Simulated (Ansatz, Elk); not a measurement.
# How far do independent atoms describe Hf2MnBi3?, part 2 of 2

Structure refinements treat a crystal as free atoms side by side. For a made-up structure of Hf2MnBi3 (cell and positions from a PBE relaxation) the runs below show what the calculated density changes in F(hkl).

Elk 11.2.3 (patched build); all-electron DFT.

So far: Set-up; Ground state and structure factors; The magnetisation density.

The structure was built from a prototype and need not be the compound's stable phase.

## (4) The highest occupied states alone

Level of this step: DFT, PBE, all-electron APW+lo, Dirac cores, scalar-relativistic bands, static density, ferromagnetic start (Elk).

An energy window below the Fermi level keeps the highest occupied states, to see at which angles they scatter; shallow core shells can lie inside it and anion s states outside. No new self-consistency is needed.

Input file elk.in:

```
tasks
  195

xctype
  20

spinpol
  .true.

rgkmax
  7.0

gmaxvr
  14.0

lmaxo
  7

lmaxapw
  8

swidth
  0.002

tshift
  .false.

ramdisk
  .false.

hmaxvr
  5.5

maxscl
  120

epspot
  1e-06

reducebf
  0.8

wsfac
  -0.266050 0.585190

sppath
  './'

avec
  7.73862129614 0.00000000000 0.00000000000
  0.00000000000 7.73862129614 0.00000000000
  0.00000000000 0.00000000000 16.54882053021

atoms
  3
  'Bi.in'
  3
  -0.0000000000 0.0000000000 -0.0000000000   0.000000 0.000000 0.000000
  0.0000000000 0.5000000000 0.6276201067   0.000000 0.000000 0.000000
  0.5000000000 0.0000000000 0.3723798933   0.000000 0.000000 0.000000
  'Hf.in'
  2
  0.0000000000 0.5000000000 0.2609885113   0.000000 0.000000 0.000000
  0.5000000000 0.0000000000 0.7390114887   0.000000 0.000000 0.000000
  'Mn.in'
  1
  0.5000000000 0.5000000000 -0.0000000000   0.000000 0.000000 -0.190000

ngridk
  5 5 3
```

Command:

```sh
OMP_NUM_THREADS=4 elk
```

Numbers of over 12 decimals in the logs are rounded to 6 here.

The program printed:

```text
┌─────────────────────────────────┐
│ Elk code version 11.2.3 started │
└─────────────────────────────────┘

Info(readinput): the functional depends on the density's gradient
 muffin-tin radial points multiplied by    2.00000
 (not where nrmtscf is given)

┌────────────────────┐
│ Current task : 195 │
└────────────────────┘

Info(sfacrho): density structure factors written to SFACRHO.OUT

 Energy window :  -0.2660500000      0.5851900000

┌──────────────────┐
│ Elk code stopped │
└──────────────────┘
```

Run time: 26 s. Hardware: 4 threads of Arm Neoverse V2, shared host; peak memory 0.42 GiB.

States within 15 eV below the Fermi level hold 58.00 electrons; any levels below the window count with the cores. Their amplitudes can exceed the total, where window and core parts have opposite phase:

| hkl | sin θ/λ (Å⁻¹) | abs F, window | abs F, all |
| --- | --- | --- | --- |
| 001 | 0.057 | 2.428 | 17.317 |
| 002 | 0.114 | 22.198 | 37.980 |
| 100 | 0.122 | 2.770 | 54.698 |
| 101 | 0.135 | 25.687 | 58.337 |
| 102 | 0.167 | 3.271 | 138.844 |
| 003 | 0.171 | 10.876 | 225.884 |
| 110 | 0.173 | 22.571 | 177.567 |
| 111 | 0.182 | 6.603 | 199.472 |
| 112 | 0.207 | 26.562 | 212.021 |
| 103 | 0.210 | 23.281 | 216.297 |

## (5) Another functional

The difference from free atoms is small, so it is set against the change that PBEsol makes.

elk.in: that of step 4 with these lines changed.

```diff
@@ -1,6 +1,8 @@
 tasks
+  0
   195
+  196
 
 xctype
-  20
+  22
 
@@ -42,5 +44,2 @@
 
-wsfac
-  -0.266050 0.585190
-
 sppath
```

Command:

```sh
OMP_NUM_THREADS=4 elk
```

The program printed:

```text
┌─────────────────────────┐
│ Elk code version 11.2.3 │
└─────────────────────────┘

All units are atomic (Hartree, Bohr, etc.)

┌─────────────────────────────────────────────────┐
│ Ground-state run starting from atomic densities │
└─────────────────────────────────────────────────┘

Lattice vectors :
   7.738621296       0.000000000       0.000000000
   0.000000000       7.738621296       0.000000000
   0.000000000       0.000000000       16.54882053

Reciprocal lattice vectors :
  0.8119256734       0.000000000       0.000000000
[...]
Moments :
 interstitial                :   0.1808711333
 muffin-tins
  species : 1 (Bi)
[...]
species : 2 (Hf)
[...]
atom 2                    :  -0.1023163761
  species : 3 (Mn)
   atom 1                    :    3.702227354
 total in muffin-tins        :    3.585717713
 total moment                :    3.766588846

┌──────────────────────────────┐
│ Self-consistent loop stopped │
└──────────────────────────────┘

Warning : the lowest level lies among the core levels :   -2.696358261      -2.818412297

Warning : core states of species 1 leak from the muffin-tin :   0.6990592672E-03

Wrote STATE.OUT
[key lines of the parts left out:]
total energy                :     -96071.583620644
```

Wall time 7.7 min (4 threads); peak memory 0.72 GiB; 27 min of CPU time.

Against the first run R = 0.01 %; the largest change is -0.032 at 220. The moment goes from 3.70 to 3.77 μB.

## (6) Basis size

The basis and the expansions that go with it are enlarged, to see whether the differences are converged.

elk.in: that of step 5 with these lines changed.

```diff
@@ -6,3 +6,3 @@
 xctype
-  22
+  20
 
@@ -12,12 +12,12 @@
 rgkmax
-  7.0
+  8.5
 
 gmaxvr
-  14.0
+  18.0
 
 lmaxo
-  7
+  9
 
 lmaxapw
-  8
+  10
```

Command:

```sh
OMP_NUM_THREADS=4 elk
```

The program printed:

```text
┌─────────────────────────┐
│ Elk code version 11.2.3 │
└─────────────────────────┘

All units are atomic (Hartree, Bohr, etc.)

┌─────────────────────────────────────────────────┐
│ Ground-state run starting from atomic densities │
└─────────────────────────────────────────────────┘

Lattice vectors :
   7.738621296       0.000000000       0.000000000
   0.000000000       7.738621296       0.000000000
   0.000000000       0.000000000       16.54882053

Reciprocal lattice vectors :
  0.8119256734       0.000000000       0.000000000
[...]
error                       :   0.1849742598E-02

Moments :
 interstitial                :   0.1222159942
 muffin-tins
  species : 1 (Bi)
[...]
species : 2 (Hf)
[...]
atom 2                    :  -0.1349357532
  species : 3 (Mn)
   atom 1                    :    3.703505874
 total in muffin-tins        :    3.526394538
 total moment                :    3.648610532

RMS change in Kohn-Sham potential (target) :   0.1098181041E-03 (  0.1000000000E-05)
Absolute change in total energy (target)   :   0.1585953614E-01 (  0.1000000000E-03)

┌──────────────────┐
│ Loop number : 16 │
└──────────────────┘
[key lines of the parts left out:]
total energy                :     -96098.994985195
```

It took 7.6 min on 4 threads; peak memory 1.2 GiB.

The run was cut off at its time limit.

## (7) Settings against the effect

| run | R against the first run (%) | R against neutral atoms, low angle (%) | wall time |
| --- | --- | --- | --- |
| PBE, rgkmax 7 | 0.00 | 0.16 | 7.8 min |
| PBEsol | 0.01 | 0.16 | 7.7 min |

## (8) Summary of results

```
R against neutral atoms, sin θ/λ < 0.3 Å⁻¹ : 0.16 %
R against neutral atoms, 0.3 to 0.67 Å⁻¹   : 0.11 %
```

**Reading.** Independent neutral atoms miss the calculated amplitudes by R = 0.16 % below 0.3 Å⁻¹ and 0.11 % from there to 0.67 Å⁻¹; by shells, 0.29 % below 0.15 Å⁻¹ (4 forms), 0.16 % 0.15 to 0.3 (18 forms), 0.07 % 0.3 to 0.45 (33 forms), 0.12 % above 0.45 (94 forms). Bonding, aspherical density and the tables' own atoms all enter these figures, and the runs don't part them. The largest change of an amplitude is -0.74 electrons, at 200. R counts amplitudes alone; phases shift too. The magnetic order is that of the start. No other order was tried here, and an antiferromagnetic one would change or move the magnetic intensity. The window's part falls from 58.0 electrons at the origin to at most 12.77 between 0.45 and 0.67 Å⁻¹, where compact states inside the window still scatter. The window holds more than the 30 outer electrons of the free atoms, so shallow core shells lie inside it. Below 0.3 Å⁻¹ the changes that finished (PBEsol) move F by R = 0.01 % at most, against the 0.16 % that separates it from free atoms. The magnetic factors move by R = 0.3 % (PBEsol). The basis has no finished test. The k-mesh has no finished test. Spin-orbit coupling is left out, which can matter for elements this heavy. Part of the difference isn't bonding: the tables are fits to free atoms and ions calculated by other methods than this functional. Thermal motion, anomalous dispersion and extinction are left out.

[Logs are printed without paths, hosts, clocks, repeated set-up lines and the standing remarks that a program may print on its own settings, such as how far it seeks lower states.]

[Hosts, paths, dates, database ids (printed as entryN), source tags and the programs' standing remarks are cut or masked in the printed files.]
